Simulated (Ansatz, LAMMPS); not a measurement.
**A faulty run on liquid aqueous KCl at 298 K (187 atoms)**

Program: Ansatz 0.2.0. The cell: 59 O, 118 H, 5 K and 5 Cl.

input.yaml reads:

```yaml
crystal:
  lattice:
    - [12.67501, 0.0, 0.0]
    - [0.0, 12.67501, 0.0]
    - [0.0, 0.0, 12.67501]
  atoms:
    - { symbol: O, position: [0.3123, 0.6264, 0.54839], spin: 2.0 }
    - { symbol: H, position: [0.32179, 0.68214, 0.60341] }
    - { symbol: H, position: [0.34383, 0.5587, 0.57383] }
    - { symbol: O, position: [0.66589, 0.04026, 0.02791] }
    - { symbol: H, position: [0.64366, 0.09696, 0.97776] }
    - { symbol: H, position: [0.7383, 0.01531, 0.00897] }
    - { symbol: O, position: [0.07399, 0.97979, 0.41414] }
    - { symbol: H, position: [0.14947, 0.96074, 0.40134] }
    - { symbol: H, position: [0.06638, 0.00976, 0.48672] }
    - { symbol: O, position: [0.37703, 0.0842, 0.82304] }
    - { symbol: H, position: [0.42091, 0.07697, 0.75787] }
    - { symbol: H, position: [0.30198, 0.09778, 0.80284] }
    - { symbol: O, position: [0.92433, 0.40951, 0.82796] }
    - { symbol: H, position: [0.95144, 0.47821, 0.80022] }
    - { symbol: H, position: [0.84546, 0.4096, 0.82591] }
    - { symbol: O, position: [0.95986, 0.18754, 0.51825] }
    - { symbol: H, position: [0.90682, 0.20673, 0.57343] }
    - { symbol: H, position: [0.02228, 0.23545, 0.52398] }
    [... 163 atom lines left out ...]
    - { symbol: K, position: [0.99598, 0.33019, 0.01338] }
    - { symbol: Cl, position: [0.63093, 0.35034, 0.58159] }
    - { symbol: Cl, position: [0.47003, 0.97069, 0.4689] }
    - { symbol: Cl, position: [0.23288, 0.44177, 0.80764] }
    - { symbol: Cl, position: [0.027, 0.54088, 0.15681] }
    - { symbol: Cl, position: [0.93935, 0.60856, 0.48406] }
kpoints:
  mp_grid: { grid: [1, 1, 1] }
hamiltonian:
  xc: pbe
scf:
  occupations: { method: gaussian, width: 0.05 }
  max_iter: 60
output:
  forces: true
```

Run with:

```sh
$ ansatz run input.yaml --threads 4 --pin off --max-ram 8192MiB --backend cpu --events-out ev --progress --plain --runs-dir out
```

The program printed:

```text
Error: inconsistent input (magnetization.spin_polarized): false but per-atom `spin:`, `per_species`, `initial_magnetization`, `magnetic_field`, or `spin_locking` is set
```

It took 0.03 s on 4 threads of Arm Neoverse V1, shared host; peak memory 0.031 GiB; 0.03 s of CPU time.

**Question.** What is wrong with this input, and how is it mended?

A moment without spin polarisation: crystal.atoms[0].spin = 2.0 and starting moments = "other".

The fix is to switch spin polarisation on, or take the moment out.

The program refused it before any cycle.

[Logs are printed without paths, hosts, clocks, repeated set-up lines and the standing remarks that a program may print on its own settings, such as how far it seeks lower states.]

[Hosts, paths, dates, database ids (printed as entryN), source tags and the programs' standing remarks are cut or masked in the printed files.]
